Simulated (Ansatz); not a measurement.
# Mg3FeS4: relaxing a made-up structure, part 2 of 2

This structure for Mg3FeS4 is made up. Its elements were placed in a known structure type with a cell scaled to their sizes. What cell does the guess relax to, and how far off was it?

Ansatz 0.2.0; DFT, PBEsol, plane-wave PAW, files of the set soft_1, scalar-relativistic, ferromagnetic start, cell and ions relaxed at zero pressure; PAW set soft_1 (the session's first sound run).

So far: The structure; Relaxation of the guess. The relaxed cell has a = 5.564 Å (conventional setting).

## (3) Bands of the relaxed cell

With the geometry fixed, one more self-consistent run, with a narrower smearing and the mesh shown in its input, gives the bands, and its pressure, and its forces where symmetry allows any, show how far the geometry depends on these settings.

This step: DFT, PBEsol, plane-wave PAW, files of the set soft_1, scalar-relativistic, ferromagnetic start, bands and density of states at the relaxed cell; PAW set soft_1 (Ansatz 0.2.0).

The input, input.yaml:

```yaml
crystal:
  lattice:
    - [5.5642765275, 0.0, 0.0]
    - [0.0, 5.5642765275, 0.0]
    - [0.0, 0.0, 5.5642765275]
  atoms:
    - { symbol: Fe, position: [0.0, 0.0, 0.0], spin: 3.1 }
    - { symbol: S, position: [0.2399203369, 0.2399203369, 0.2399203369] }
    - { symbol: S, position: [0.2399203369, 0.7600796631, 0.7600796631] }
    - { symbol: S, position: [0.7600796631, 0.2399203369, 0.7600796631] }
    - { symbol: S, position: [0.7600796631, 0.7600796631, 0.2399203369] }
    - { symbol: Mg, position: [0.0, 0.5, 0.5] }
    - { symbol: Mg, position: [0.5, 0.0, 0.5] }
    - { symbol: Mg, position: [0.5, 0.5, 0.0] }
magnetization:
  spin_polarized: true
kpoints:
  mp_grid: { grid: [6, 6, 6] }
  band_path:
    path:
      - [[0.0, 0.0, 0.0], [0.0, 0.5, 0.0], [0.5, 0.5, 0.0], [0.0, 0.0, 0.0], [0.5, 0.5, 0.5], [0.0, 0.5, 0.0]]
      - [[0.5, 0.5, 0.0], [0.5, 0.5, 0.5]]
    npoints: 13
scf:
  occupations: { method: fermi_dirac, width: 0.03 }
  n_extra_bands: 14
hamiltonian:
  xc: pbesol
  pseudopotentials: { kind: paw, azcp: { folder: soft_1 }, xc_functional: pbe }
output:
  forces: true
  stress: true
  write_bands: true
  dos: { projected: true }
  write_density: true
  write_potential: true
  elf: true
  volumetric_format: npy
```

Started as:

```console
> ansatz run input.yaml --threads 4 --pin off --max-ram 10240MiB --backend cpu --events-out ev --progress --plain --runs-dir out
```

Numbers of over 12 decimals in the logs are rounded to 6 here.

Log:

```text
[...]
Crystal: 8 atoms, lattice volume = 172.277 Å³
Basis set: ecut = 420 eV, 3407 PW (Γ), exchange–correlation on 80×80×80 points (8 copies of the dense FFT grid, shifted against one another)
Bands: 49, of which v1, the nominal top of the filled ones, is band 35 counted from 1 (34 counted from 0)
Symmetry: 24 space group operations
[...]
k-points: 20 of 216 (time reversal used)
[...]
Starting moments: Σ|m| = 3.1 μB on 1 of 8 sites
[...]
SCF iter   1: F=—  HF=-13732.978399 eV  |F-HF|=—  |Δ(HF+E_count)|=         —  Δρ=2.75e-2 (↑2.66e-2 ↓2.75e-2)  dr2=2.29e0  dr2_m=6.03e-1  M=4.000 μB ∫|m|=4.003 μB  β_m=0.30  ethr=3.10e-3  ⟨swp⟩=10.0  Hψ=9695  notcnv=0  defer=1
[...]
SCF iter  13: F=-13732.956448 eV  HF=-13732.956448 eV  |F-HF|=5.52e-9  |Δ(HF+E_count)|=   9.21e-9  Δρ=9.64e-7 (↑9.55e-7 ↓9.64e-7)  dr2=1.27e-8  dr2_m=6.20e-12  M=4.000 μB ∫|m|=4.020 μB  ethr=5.99e-11  ⟨swp⟩=14.7  Hψ=14471  notcnv=0
SCF 1 converged in 13 iterations: F = -13732.956448 eV  dr2 = 1.27e-8
[...]
NSCF: frozen V_eff on 80 k-points
SCF converged after 13 iterations
Magnetization: 4.0000 μB (37.0000 up, 33.0000 down)
Absolute magnetization: 4.0196 μB (∫|ρ↑−ρ↓|, with the PAW one-centre terms)
[...]
Per-site moments (μB) at R_I (Å): [(3.118273, 0.953807), (0.066084, 0.953807), (0.066084, 0.953807), (0.066084, 0.953807), (0.066084, 0.953807), (0.011019, 1.007944), (0.011019, 1.007944), (0.011019, 1.007944)]
Free energy (F): -13732.956448 eV
[...]
Internal energy: -13732.936584 eV  (E = F + TS)
E sigma→0 (E₀):  -13732.946516 eV
Entropy (-TS):   -0.019864 eV (-2.483 meV/atom)
Fermi energy:    6.033722 eV
[...]
--- Forces (eV/Å), atoms counted from 1 ---
  atom   1  Fe    -0.00000000     0.00000000     0.00000000
  atom   2  S     -0.00572541    -0.00572541    -0.00572541
  atom   3  S     -0.00572541     0.00572541     0.00572541
  atom   4  S      0.00572541    -0.00572541     0.00572541
  atom   5  S      0.00572541     0.00572541    -0.00572541
  atom   6  Mg    -0.00000000     0.00000000    -0.00000000
  atom   7  Mg    -0.00000000    -0.00000000    -0.00000000
  atom   8  Mg    -0.00000000     0.00000000     0.00000000
  max |Σ_I F_I| component: 1.08e-16 eV/Å
--- Stress (GPa, compression-positive) ---
       -0.023193       0.000000       0.000000
       -0.000000      -0.023193      -0.000000
        0.000000      -0.000000      -0.023193
  P = ⅓ Tr σ = -0.0232 GPa (-0.232 kbar)
--- Band table (eV; the first three rows and the last of 40) ---
  k-point 0 ↑: bands = [... 31 lower, 2.9522, 3.4441, 3.4441, 4.9374, 4.9374, 4.9374, 7.3021, 7.8823, ... 10 higher]
  k-point 1 ↑: bands = [... 31 lower, 3.0054, 3.4785, 3.5754, 4.6410, 4.8408, 4.8408, 7.7938, 8.0510, ... 10 higher]
  k-point 2 ↑: bands = [... 31 lower, 3.1363, 3.5201, 3.7180, 4.2113, 4.6397, 4.6397, 8.5168, 8.7123, ... 10 higher]
  k-point 19 ↓: bands = [... 31 lower, 3.6264, 6.1639, 6.1639, 7.0601, 7.0601, 7.0601, 9.1476, 9.2462, ... 10 higher]
```

It took 41 s on 4 threads of Arm Neoverse V1, shared host; peak memory 0.91 GiB.

The column dr2 measures how far the density is from self-consistency, as an energy; F and HF (Harris–Foulkes) agree once it is small.

This step gave:

| Quantity | Value |
| --- | --- |
| free energy | -13732.9564 eV |
| energy at zero smearing | -13732.9465 eV |
| smearing term TS | 0.01986 eV |
| Fermi energy | 6.034 eV |
| absolute magnetization | 4.020 μB |
| site moments | 3.118, 0.06608, 0.06608, 0.06608, 0.06608, 0.01102, 0.01102, 0.01102 μB |
| pressure | -0.02319 GPa |

bands.tsv at the labelled points (eV, zero at the Fermi level; the bands that come nearest the Fermi level along the path):

| point | band_34_up | band_35_up | band_36_up | band_32_dn | band_33_dn | band_34_dn | band_35_dn | band_36_dn |
| --- | --- | --- | --- | --- | --- | --- | --- | --- |
| Γ | -1.10 | -1.10 | -1.10 | -0.20 | -0.20 | 0.65 | 0.65 | 0.65 |
| X | -2.00 | -1.50 | -1.50 | -0.22 | 0.09 | 0.65 | 0.65 | 0.67 |
| M | -1.68 | -1.40 | -1.40 | -0.03 | 0.18 | 0.38 | 0.93 | 0.93 |
| Γ | -1.10 | -1.10 | -1.10 | -0.20 | -0.20 | 0.65 | 0.65 | 0.65 |
| R | -1.21 | -1.21 | -1.21 | 0.13 | 0.13 | 1.03 | 1.03 | 1.03 |
| X | -2.00 | -1.50 | -1.50 | -0.22 | 0.09 | 0.65 | 0.65 | 0.67 |
| M | -1.68 | -1.40 | -1.40 | -0.03 | 0.18 | 0.38 | 0.93 | 0.93 |
| R | -1.21 | -1.21 | -1.21 | 0.13 | 0.13 | 1.03 | 1.03 | 1.03 |

Spin density in the ac plane at fractional y = 0.000, with atoms of Fe and Mg within 0.2 Å of it.

Ten even steps from '0' (0.0 e/Å³) to '9' (5.6 e/Å³), each cell a mean:
```
620000000000004
100000000000000
000000000000000
000000000000000
000000000000000
000000000000000
000000000000000
000000000000000
000000000000000
000000000000000
000000000000000
000000000000000
000000000000000
310000000000002
930000000000016
```
Columns run along a (5.6 Å), rows up along c (5.6 Å). Atoms in or near the plane, at fractional coordinates: Fe at (0.00, 0.00), Mg at (0.50, 0.50).

Electrostatic potential energy in the ac plane at fractional y = 0.000, with atoms of Fe and Mg within 0.2 Å of it. With pseudopotentials it is smooth inside the atoms' cores, unlike the true potential.

Ten even steps from '0' (-55 eV) to '9' (10 eV), each cell a mean:
```
026999999999840
358999999999974
889999999999998
999999999999999
999999888999999
999998645799999
999997200589999
999997100489999
999998412689999
999999877899999
999999999999999
999999999999999
678999999999986
137999999999852
016999999999830
```
Columns run along a (5.6 Å; values clipped at the 3rd and 97th percentile), rows up along c (5.6 Å). Atoms in or near the plane, at fractional coordinates: Fe at (0.00, 0.00), Mg at (0.50, 0.50).

Valence density in the ac plane at fractional y = 0.000, with atoms of Fe and Mg within 0.2 Å of it. It is the smooth field of the valence electrons, not physical close to the nuclei.

Ten steps, logarithmic in the rise over the least value, from '_' (0 e/Å³) to '@' (27 e/Å³), each cell a mean:
```
@@##--..________________..==%%
++--....________________..::==
........________________......
______..______________..______
______________________________
____________::==--..__________
__________..++%%##--__________
__________..**@@%%==__________
____________--**++::__________
______________....____________
______________________________
........______________........
--::....________________....--
##++::..________________..--##
@@##--..________________..++@@
```
Columns run along a (5.6 Å), rows up along c (5.6 Å). Atoms in or near the plane, at fractional coordinates: Fe at (0.00, 0.00), Mg at (0.50, 0.50).

## (4) What came out

| Item | Value |
| --- | --- |
| space group, relaxed | P-43m |
| conventional cell | a = 5.564, b = 5.564, c = 5.564 Å; α = 90.0°, β = 90.0°, γ = 90.0° |
| volume per atom | 21.53 Å³ (guess 20.09) |
| total moment | 4.00 μB in the cell of 8 atoms |

Mg3FeS4 relaxes to P-43m with a = 5.564, b = 5.564 and c = 5.564 Å. The guessed volume was 7 % too small. The space group P-43m was held in the relaxation, so the end point is a stationary structure within it and may be a saddle against distortions or other arrangements. The input starts from parallel moments, and no other start was typed. Bands cross the Fermi level, so it is a metal or semimetal at this level. Semilocal functionals can close a small real gap, so this isn't settled for compounds with anions. On the 6×6×6 mesh with the narrower smearing (relaxed on 5×5×5) the largest force component is 0.006 eV/Å and the largest stress component is 0.023 GPa, within the relaxation's thresholds of 0.015 eV/Å and 0.05 GPa. The cutoff wasn't tested. No dispersion term is used, so weakly bound directions may come out too long. Nothing here tests whether the compound is stable against decomposition.

[Logs are printed without paths, hosts, clocks, repeated set-up lines and the standing remarks that a program may print on its own settings, such as how far it seeks lower states.]

[Hosts, paths, dates, database ids (printed as entryN), source tags and the programs' standing remarks are cut or masked in the printed files.]
